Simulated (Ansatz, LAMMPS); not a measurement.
## Localised basis functions on liquid (Cs,K,Li)F at 1190 K (82 atoms)

Aim: test how closely localised support functions follow the reference on liquid (Cs,K,Li)F at 1190 K (82 atoms), and at what cost. A setting counts as converged where the r.m.s. difference of forces stays under 1 % of the r.m.s. force.

Main program and level: Ansatz 0.2.0; Kohn-Sham DFT, PBE, PAW (set soft_2), plane waves.

## Step 1: The system as given

The cell holds 82 atoms: 15 Cs, 8 K, 18 Li and 41 F. Cell: a = 12.696 Å, b = 12.696 Å, c = 12.696 Å, α = 90.0°, β = 90.0°, γ = 90.0°. 82 atoms (15 Cs, 8 K, 18 Li, 41 F) placed at random at 2.6 g/cm³, melted at 1800 K for 10 ps at fixed volume with the Lennard-Jones and Coulomb ion parameters for SPC/E (Joung and Cheatham, J. Phys. Chem. B 112, 9020 (2008)), full charges. Snapshot at the end of a hold of 20 ps at 1190 K and fixed volume.

What the set-up can't give: The starting topology of bonds comes from the classical model, and needn't be the one that DFT or experiment would give. The ion parameters were fitted for water, not for melts, so the starting structure of this cell may lie well off the real melt's. Sampling is at Γ alone, for a cell whose shortest periodic width is 13 Å. The levels lack spin–orbit coupling, which is large for the heavy elements here.

## Step 2: Making the structure

A classical potential supplies the starting structure, since it reaches far longer times than DFT.

This step: classical MD, Lennard-Jones and Coulomb ion parameters for SPC/E (Joung and Cheatham, J. Phys. Chem. B 112, 9020 (2008)), full charges (LAMMPS 22 Jul 2025 - Update 4).

File in.lmp:

```
# melt-quench of Cs15K8Li18F41
units metal
atom_style charge
boundary p p p
region box block 0 12.6958 0 12.6958 0 12.6958
create_box 4 box
mass 1 132.9055   # Cs
mass 2 39.0983   # K
mass 3 6.9400   # Li
mass 4 18.9984   # F
create_atoms 1 random 15 886784 NULL overlap 2.1 maxtry 2000
create_atoms 2 random 8 886791 NULL overlap 2.1 maxtry 2000
create_atoms 3 random 18 886798 NULL overlap 2.1 maxtry 2000
create_atoms 4 random 41 886805 NULL overlap 2.1 maxtry 2000
pair_style lj/cut/coul/long 9.0
pair_modify mix arithmetic tail yes
pair_coeff 1 1 0.003897 3.6010   # Cs
pair_coeff 2 2 0.018634 2.8384   # K
pair_coeff 3 3 0.014602 1.4094   # Li
pair_coeff 4 4 0.000321 4.0215   # F
set type 1 charge 1
set type 2 charge 1
set type 3 charge 1
set type 4 charge -1
kspace_style pppm 1.0e-4
neigh_modify delay 0 every 1 check yes
thermo_style custom step time temp pe press density
thermo_modify norm yes
timestep 0.002
thermo 100
min_style cg
minimize 1e-4 1e-4 200 2000
reset_timestep 0
velocity all create 1800 886785 mom yes dist gaussian
# [... 14 lines left out ...]
compute msd all msd com yes
thermo 2500
fix md all nvt temp 1190 1190 0.2
run 10000 post no
print "== T1190: mean square displacement over the hold $(c_msd[4]:%.2f) A^2"
unfix md
uncompute msd
write_dump all custom T1190.dump id type xs ys zs modify sort id
```

Started as:

```
$ lmp -in in.lmp -log none -nocite
```

The program printed:

```text
LAMMPS (22 Jul 2025 - Update 4)
Created orthogonal box = (0 0 0) to (12.6958 12.6958 12.6958)
Created 15 atoms
Created 8 atoms
Created 18 atoms
Created 41 atoms
PPPM initialization ...
  G vector (1/distance) = 0.31232291
  grid = 9 9 9
  estimated relative force accuracy = 6.9587022e-05
   Step          Time           Temp          PotEng         Press         Density
         0   0              0             -0.5750321      214608.71      2.6049782
        93   0.186          0             -4.4981439     -11275.601      2.6049782
Loop time of 0.0771852 s on 1 MPI rank(s) for 93 steps with 82 atoms
Minimization stats:
  Stopping criterion = energy tolerance
[... 18 lines left out ...]
Loop time of 2.48653 s on 1 MPI rank(s) for 5000 steps with 82 atoms
   Step          Time           Temp          PotEng         Press         Density
[... 5 lines left out ...]
Loop time of 1.24054 s on 1 MPI rank(s) for 2500 steps with 82 atoms
   Step          Time           Temp          PotEng         Press         Density
[... 2 lines left out ...]
     12500   25             979.94206     -4.3782912      396.0859       2.6049782
     15000   30             1200.8682     -4.3422385     -2374.4822      2.6049782
     17500   35             1206.0502     -4.3309182     -39.138333      2.6049782
     18500   37             1127.5741     -4.3427724     -4353.9943      2.6049782
Loop time of 4.80538 s on 1 MPI rank(s) for 10000 steps with 82 atoms
== T1190: mean square displacement over the hold 45.41 A^2
```

Elapsed: 9.3 s, on 1 thread of Intel Xeon Platinum 8175M at 2.50GHz (Skylake/Cascade Lake), shared host; peak memory 0.069 GiB.

## Step 3: Plane-wave single point

The first run fixes the reference, at a cutoff of 420 eV.

File input.yaml:

```yaml
crystal:
  lattice:
    - [12.6958, 0.0, 0.0]
    - [0.0, 12.6958, 0.0]
    - [0.0, 0.0, 12.6958]
  atoms:
    - { symbol: Cs, position: [0.61615, 0.68594, 0.02656] }
    - { symbol: Cs, position: [0.09275, 0.16892, 0.62691] }
    - { symbol: Cs, position: [0.0784, 0.4711, 0.34674] }
    - { symbol: Cs, position: [0.22389, 0.75283, 0.79288] }
    - { symbol: Cs, position: [0.93636, 0.75987, 0.01833] }
    - { symbol: Cs, position: [0.95501, 0.99178, 0.44885] }
    - { symbol: Cs, position: [0.18232, 0.27473, 0.04905] }
    - { symbol: Cs, position: [0.54599, 0.3278, 0.04431] }
    - { symbol: Cs, position: [0.8652, 0.32345, 0.22006] }
    - { symbol: Cs, position: [0.24314, 0.59831, 0.08228] }
    - { symbol: Cs, position: [0.48015, 0.60151, 0.72917] }
    - { symbol: Cs, position: [0.70802, 0.99482, 0.14826] }
    - { symbol: Cs, position: [0.6829, 0.44648, 0.53692] }
    - { symbol: Cs, position: [0.86572, 0.70833, 0.33707] }
    - { symbol: Cs, position: [0.37098, 0.75065, 0.47535] }
    - { symbol: K, position: [0.49188, 0.93607, 0.30545] }
    - { symbol: K, position: [0.58807, 0.56078, 0.27188] }
    - { symbol: K, position: [0.04496, 0.54998, 0.62103] }
    - { symbol: K, position: [0.82531, 0.13035, 0.81092] }
    - { symbol: K, position: [0.20635, 0.13692, 0.28495] }
    - { symbol: K, position: [0.31259, 0.27289, 0.79594] }
    - { symbol: K, position: [0.9459, 0.42138, 0.94272] }
    - { symbol: K, position: [0.44668, 0.26541, 0.44503] }
    - { symbol: Li, position: [0.40362, 0.82678, 0.96788] }
    - { symbol: Li, position: [0.58056, 0.21192, 0.72017] }
    - { symbol: Li, position: [0.38441, 0.0481, 0.08615] }
    - { symbol: Li, position: [0.61116, 0.93147, 0.79114] }
    - { symbol: Li, position: [0.2014, 0.50157, 0.83299] }
    - { symbol: Li, position: [0.17258, 0.91816, 0.53865] }
    - { symbol: Li, position: [0.75056, 0.7386, 0.68902] }
    - { symbol: Li, position: [0.4195, 0.53633, 0.96809] }
    - { symbol: Li, position: [0.74334, 0.18826, 0.48268] }
    - { symbol: Li, position: [0.17515, 0.76373, 0.32228] }
    - { symbol: Li, position: [0.47364, 0.05901, 0.88211] }
    - { symbol: Li, position: [0.21436, 0.86215, 0.13457] }
    - { symbol: Li, position: [0.27354, 0.4757, 0.50193] }
    - { symbol: Li, position: [0.9675, 0.90006, 0.77515] }
    - { symbol: Li, position: [0.4338, 0.94481, 0.66011] }
    - { symbol: Li, position: [0.14371, 0.04328, 0.96954] }
    - { symbol: Li, position: [0.65357, 0.84522, 0.49994] }
    - { symbol: Li, position: [0.68795, 0.47125, 0.7831] }
    - { symbol: F, position: [0.06839, 0.9436, 0.66157] }
    - { symbol: F, position: [0.66835, 0.38342, 0.23375] }
    - { symbol: F, position: [0.7947, 0.34512, 0.84107] }
    - { symbol: F, position: [0.45381, 0.88477, 0.82595] }
    - { symbol: F, position: [0.87032, 0.10734, 0.61754] }
    - { symbol: F, position: [0.53116, 0.36066, 0.75976] }
    - { symbol: F, position: [0.13007, 0.17076, 0.85219] }
    - { symbol: F, position: [0.20475, 0.86468, 0.97279] }
    - { symbol: F, position: [0.95875, 0.95544, 0.93026] }
    - { symbol: F, position: [0.82254, 0.79607, 0.54677] }
    - { symbol: F, position: [0.22712, 0.01985, 0.1101] }
    - { symbol: F, position: [0.44148, 0.47733, 0.48161] }
    - { symbol: F, position: [0.17126, 0.91732, 0.39113] }
    - { symbol: F, position: [0.24944, 0.56208, 0.6751] }
    - { symbol: F, position: [0.29474, 0.8724, 0.62796] }
    - { symbol: F, position: [0.02605, 0.42913, 0.13697] }
    - { symbol: F, position: [0.78084, 0.6925, 0.13394] }
    - { symbol: F, position: [0.5781, 0.51038, 0.91589] }
    - { symbol: F, position: [0.302, 0.78894, 0.24999] }
    - { symbol: F, position: [0.08099, 0.40566, 0.78516] }
    - { symbol: F, position: [0.81104, 0.82912, 0.81489] }
    - { symbol: F, position: [0.61198, 0.82234, 0.66777] }
    - { symbol: F, position: [0.22361, 0.3235, 0.49389] }
    - { symbol: F, position: [0.70906, 0.58885, 0.68656] }
    - { symbol: F, position: [0.62368, 0.23863, 0.56596] }
    - { symbol: F, position: [0.28189, 0.42534, 0.93771] }
    - { symbol: F, position: [0.61302, 0.76394, 0.37301] }
    - { symbol: F, position: [0.09213, 0.77392, 0.19766] }
    - { symbol: F, position: [0.45082, 0.54471, 0.1176] }
    - { symbol: F, position: [0.18728, 0.63496, 0.43013] }
    - { symbol: F, position: [0.11386, 0.59788, 0.92173] }
    - { symbol: F, position: [0.6858, 0.10578, 0.32711] }
    - { symbol: F, position: [0.40006, 0.10917, 0.22943] }
    - { symbol: F, position: [0.62249, 0.10951, 0.84069] }
    - { symbol: F, position: [0.39916, 0.67495, 0.92484] }
    - { symbol: F, position: [0.51038, 0.92198, 0.5068] }
    - { symbol: F, position: [0.43672, 0.1052, 0.71871] }
    - { symbol: F, position: [0.49596, 0.90888, 0.07314] }
    - { symbol: F, position: [0.02508, 0.22845, 0.36541] }
    - { symbol: F, position: [0.89692, 0.51505, 0.46339] }
    - { symbol: F, position: [0.3524, 0.14562, 0.9595] }
kpoints:
  mp_grid: { grid: [1, 1, 1] }
hamiltonian:
  xc: pbe
scf:
  occupations: { method: fixed }
output:
  forces: true
  stress: true
  populations: true
  dos:
    method: { smearing: { sigma: 0.08 } }
    de: 0.1
    projected: { site_lists: { Cs: [Cs], F: [F], K: [K], Li: [Li] } }
  eigenvalues: true
  write_density: true
  write_potential: true
  volumetric_format: npy
  elf: true
```

Started as:

```
$ ansatz run input.yaml --threads 4 --pin off --max-ram 8192MiB --backend cpu --events-out ev --progress --plain --runs-dir out
```

The program printed:

```text
Engine: ansatz 0.2.0, x86_64-unknown-linux-gnu
Pseudopotentials: kind: paw
Pseudopotential: Cs, paw, valence charge 9, recommended cutoff 420 eV (normal), Cs.paw.azcp
Pseudopotential: K, paw, valence charge 9, recommended cutoff 420 eV (normal), K.paw.azcp
Pseudopotential: Li, paw, valence charge 3, recommended cutoff 420 eV (normal), Li.paw.azcp
Pseudopotential: F, paw, valence charge 7, recommended cutoff 420 eV (normal), F.paw.azcp
[... 5 lines on functional and potentials left out ...]
Crystal: 82 atoms, lattice volume = 2046.351 Å³
Basis set: ecut = 420 eV, 40099 PW (Γ), exchange–correlation on 180×180×180 points (8 copies of the dense FFT grid, shifted against one another)
Bands: 356, of which v1, the nominal top of the filled ones, is band 274 counted from 1 (273 counted from 0)
Symmetry: 1 space group operations
Space group: P1 (ITA 1), of the structure as read, at distance tolerance 1.3e-4 Å
k-points: 1
[... 9 lines on functional and potentials left out ...]
Initial density: superposition of atomic densities (neutral atoms: chi_scale 0, normalization atom), corrected by the library's trained network
Initial wavefunctions: pseudopotential atomic-orbital guess
Functional: x = pbe(κ = 0.804, μ = 0.219515), c = pbe(β = 0.066725)
SCF iter   1: F=—  HF=-134285.279017 eV  |F-HF|=—  |Δ(HF+E_count)|=         —  Δρ=1.44e-3  dr2=7.61e-2  ethr=1.77e-3  ⟨swp⟩=5.0  Hψ=1280  notcnv=0  defer=79
preconditioner: auto → Resta (q_TF=auto, 2.190 Å⁻¹)  ε∞=2.6  [insulator: Δε(μ)=3.527 eV  Ē_g=14.300 eV  n_scr=364 (ndim 8)  ℏωp=18.3 eV  f_vac=0.256  ε∞_Penn≈2.6]
SCF iter   2: F=—  HF=-134285.268921 eV  |F-HF|=—  |Δ(HF+E_count)|=   1.01e-2  Δρ=8.67e-4  dr2=2.11e-2  ethr=1.39e-5  ⟨swp⟩=3.0  Hψ=658  notcnv=0  defer=80
SCF iter   3: F=—  HF=-134285.267434 eV  |F-HF|=—  |Δ(HF+E_count)|=   1.49e-3  Δρ=3.96e-4  dr2=7.55e-3  ethr=3.86e-6  ⟨swp⟩=2.0  Hψ=526  notcnv=0  defer=80
SCF iter   4: F=—  HF=-134285.266428 eV  |F-HF|=—  |Δ(HF+E_count)|=   1.01e-3  Δρ=1.36e-4  dr2=5.73e-4  ethr=1.38e-6  ⟨swp⟩=3.0  Hψ=504  notcnv=0  defer=80
SCF iter   5: F=—  HF=-134285.266429 eV  |F-HF|=—  |Δ(HF+E_count)|=   4.38e-7  Δρ=1.23e-4  dr2=2.14e-4  ethr=1.05e-7  ⟨swp⟩=2.0  Hψ=526  notcnv=0  defer=80
SCF iter   6: F=—  HF=-134285.266401 eV  |F-HF|=—  |Δ(HF+E_count)|=   2.76e-5  Δρ=2.84e-5  dr2=1.54e-5  ethr=3.90e-8  ⟨swp⟩=2.0  Hψ=518  notcnv=0  defer=79
SCF iter   7: F=—  HF=-134285.266981 eV  |F-HF|=—  |Δ(HF+E_count)|=   5.80e-4  Δρ=7.96e-6  dr2=1.30e-6  ethr=2.81e-9  ⟨swp⟩=2.0  Hψ=629  notcnv=0  defer=77
SCF iter   8: F=—  HF=-134285.266982 eV  |F-HF|=—  |Δ(HF+E_count)|=   5.98e-7  Δρ=6.89e-6  dr2=6.44e-7  ethr=2.36e-10  ⟨swp⟩=2.0  Hψ=526  notcnv=0  defer=78
SCF iter   9: F=-134285.266982 eV  HF=-134285.266982 eV  |F-HF|=9.49e-9  |Δ(HF+E_count)|=   7.97e-8  Δρ=1.13e-6  dr2=2.53e-8  ethr=1.82e-11  ⟨swp⟩=20.0  Hψ=3569  notcnv=0
SCF 1 converged in 9 iterations: F = -134285.266982 eV  dr2 = 2.53e-8
  greatest PAW one-centre occupation: 1.000 electrons in one spin orbital (limit 2), on the Li atom at site 28 (counted from 0), in its partial waves of l = 0
WARN: The input density's exchange-correlation potential varies sharply where the density is thin. Do not read a vacuum level from v_tot or v_xc, or from such a field of the output density. On a cell that repeats whose density bears no net charge and no dipole along the vacuum's axis use v_es (v_loc + v_h of the components); [...]
SCF converged after 9 iterations
Free energy (F): -134285.266982 eV
Harris-Foulkes:  -134285.266982 eV  (|F-HF|=9.49e-9)
Internal energy: -134285.266982 eV  (E = F + TS)
E sigma→0 (E₀):  -134285.266982 eV
Fermi energy:    0.418528 eV
--- Per-component energies (eV) ---
  E_band       = -5344.103915
  E_kinetic    = 13020.488447
  E_local      = -46648.107316  (includes V_loc(G=0)·N_el)
  E_nonlocal   = 2956.590750
  E_hartree    = 18244.113099
  E_xc         = -7194.876928
  E_vxc        = -7699.045083  (∫ρ·V_xc dr)
  E_paw        = -90841.168229  (= ΣΔE_a)
  E_vpaw       = -3462.339654  (= ΣTr[D̂ρ^β])
  E_aug_tail   = 0.084463  (compensation charges beyond the density's cutoff)
  E_ewald      = -23822.391267
  E_smearing   = -0.000000  (= −TS)
  E_closure    = 0.000000  (closes the sum)
  Σ components = -134285.266982   (vs F -134285.266982, Δ=0.00e0)
--- Forces (eV/Å), atoms counted from 1 ---
  atom   1  Cs    -0.57346102     0.46279772    -0.55268063
  atom   2  Cs     0.04201094     0.59492465     0.35608825
  atom   3  Cs    -0.02580260    -0.53217187    -0.01771330
  atom   4  Cs    -0.28708530     0.45402914    -0.10574641
  atom   5  Cs     0.91469759     0.07159316    -0.55918363
  atom   6  Cs    -0.49595130    -0.10669124     0.11405854
  atom   7  Cs    -0.06605542    -0.01972855    -0.21912869
  atom   8  Cs     0.08410892    -0.00447257    -0.15507604
  atom   9  Cs    -0.10450329    -0.51902575     0.35509590
  atom  10  Cs    -0.70878969     0.56640339     1.04793290
  atom  11  Cs    -0.02215780     0.01295940    -0.49671385
  atom  12  Cs    -0.01428042    -0.02956656    -0.13772081
  atom  13  Cs     0.03416669     0.10054504    -0.48011809
  atom  14  Cs    -0.06460976    -0.10206125     0.43223527
[...]
atom  81  F      0.09682117    -0.00073769    -0.09254323
  atom  82  F      1.15562696    -0.58858522     0.39744715
  max |Σ_I F_I| component: 1.07e-4 eV/Å
--- Stress (GPa, compression-positive) ---
       -1.698316       0.091900       0.256528
        0.091900      -2.075246       0.406487
        0.256529       0.406487      -2.155969
  P = ⅓ Tr σ = -1.9765 GPa (-19.765 kbar)
--- Band table (eV) ---
  k-point 0: bands = ["-44.4092", "-43.8507", "-43.4193", "-43.4036", [... 340 levels ...], "8.7125", "8.7490", "8.7676", "8.8161", "8.8728", "8.8852", "8.9163", "8.9236", "8.9697", "9.0252", "9.0335", "9.0869"]
--- Löwdin populations: 82 sites ---
  site symbol       q [e]
     0     Cs      8.0350
     1     Cs      8.0528
     2     Cs      8.0470
[...]
81      F      7.7571
  spilling = 0.006519 (of n_electrons = 548.000000)
```

It took 40 s on 4 threads of Intel Xeon Platinum 8175M at 2.50GHz (Skylake/Cascade Lake), shared host; peak memory 2.5 GiB.

The program notes that the exchange-correlation potential is rough where the density is thin.

Numbers from this run:

* free energy: -134285.2670 eV
* free energy per atom: -1637.6252 eV/atom
* SCF cycles: 9
* pressure: -1.977 GPa
* r.m.s. force component: 0.4146 eV/Å
* longest force: 1.386 eV/Å
* Fermi energy: 0.4185 eV
* gap (highest filled to lowest empty level): 3.611 eV
* spilling of the projection: 0.006519

The r.m.s. force component of 0.41 eV/Å sets the scale for the differences below.

## Step 4: Support functions low

The cell is solved in localised support functions.

This step: Kohn-Sham DFT, PBE, PAW (set soft_2), localised support functions (low) (Ansatz 0.2.0).

input.yaml, the sections that differ from step 3:

```yaml
scf:
  occupations: { method: fixed }
  eigensolver: { kind: { support_functions: { accuracy: low } } }
  max_iter: 150
output:
  forces: true
  eigenvalues: true
# crystal, kpoints, hamiltonian: as in step 3
```

The program printed:

```text
Warning: scf.eigensolver.kind.support_functions: disabling space-group detection — the functions' gradient is summed over unrotated k-points, so no spatial operation reduces the k-mesh or symmetrises the density; time reversal is kept, so that k and −k are solved as one point where they differ and the mesh holds both, and exact exchange and, on two spinor components, a DFT+U term hold to it where the run has them: [...]
settings of this run that can trade accuracy for cost: scf.eigensolver.kind.support_functions; scf.eigensolver.kind.support_functions.accuracy: low [...]
[...]
Crystal: 82 atoms, lattice volume = 2046.351 Å³
Basis set: ecut = 420 eV, 40099 PW (Γ), exchange–correlation on 180×180×180 points (8 copies of the dense FFT grid, shifted against one another)
Bands: 329, of which v1, the nominal top of the filled ones, is band 274 counted from 1 (273 counted from 0)
Symmetry: 1 space group operations
k-points: 1
[...]
SCF iter   1: F=—  HF=-134318.946202 eV  |F-HF|=—  |Δ(HF+E_count)|=         —  Δρ=9.19e-2  dr2=2.23e2  ethr=1.00e-1
[...]
SCF iter  14: F=—  HF=-134285.552282 eV  |F-HF|=—  |Δ(HF+E_count)|=   1.86e-3  Δρ=3.74e-5  dr2=6.29e-5  ethr=3.14e-8  κ⁻¹=9.4e-5(r=7)
SCF iter  15: F=-134285.553828 eV  HF=-134285.553836 eV  |F-HF|=7.56e-6  |Δ(HF+E_count)|=   1.55e-3  Δρ=2.39e-5  dr2=1.46e-5  ethr=1.15e-8
SCF 1 converged in 15 iterations: F = -134285.573437 eV  dr2 = 1.46e-5
[...]
SCF converged after 15 iterations
Stability not checked: this state was not tested for a lower state beside it, because the mixer in use, unlike msr1, does not test its closes by its own steps (another_mixer; see scf.mixing.algorithm and scf.lower_state_search)
Free energy (F): -134285.573437 eV
[...]
Internal energy: -134285.573437 eV  (E = F + TS)
E sigma→0 (E₀):  -134285.573437 eV
Fermi energy:    0.418975 eV
[...]
Σ components = -134285.573437   (vs F -134285.573437, Δ=0.00e0)
--- Forces (eV/Å), atoms counted from 1 ---
  atom   1  Cs    -0.57380812     0.46211814    -0.55250643
  atom   2  Cs     0.04185098     0.59477931     0.35572113
  atom   3  Cs    -0.02571005    -0.53236913    -0.01734921
  atom   4  Cs    -0.28696429     0.45395048    -0.10577157
[...]
atom  82  F      1.15661973    -0.58956582     0.39701031
  max |Σ_I F_I| component: 7.72e-4 eV/Å
--- Band table (eV) ---
[...]
```

The job ended after 4.3 min (4 threads; peak memory 5 GiB; 16 min of CPU time).

The program notes that the band table was not solved further than the SCF left it and it switched symmetry off.

Keys that differ from the reference: support_functions.accuracy = "low" and scf.max_iter = 150.

Forces differ from the reference by 0.47 meV/Å r.m.s., 0.11 % of their size, well within a tolerance of 1 %; the energy by -3.7 meV/atom. It took roughly 6.5 times the reference's time (one timing each, with unlike analyses asked), in 15 cycles against 9.

(Continued in part 2 of 2.)

[Long decimals in the printed logs are rounded to 6 places.]

[Logs are printed without paths, hosts, clocks, repeated set-up lines and the standing remarks that a program may print on its own settings, such as how far it seeks lower states.]

[Hosts, paths, dates, database ids (printed as entryN), source tags and the programs' standing remarks are cut or masked in the printed files.]
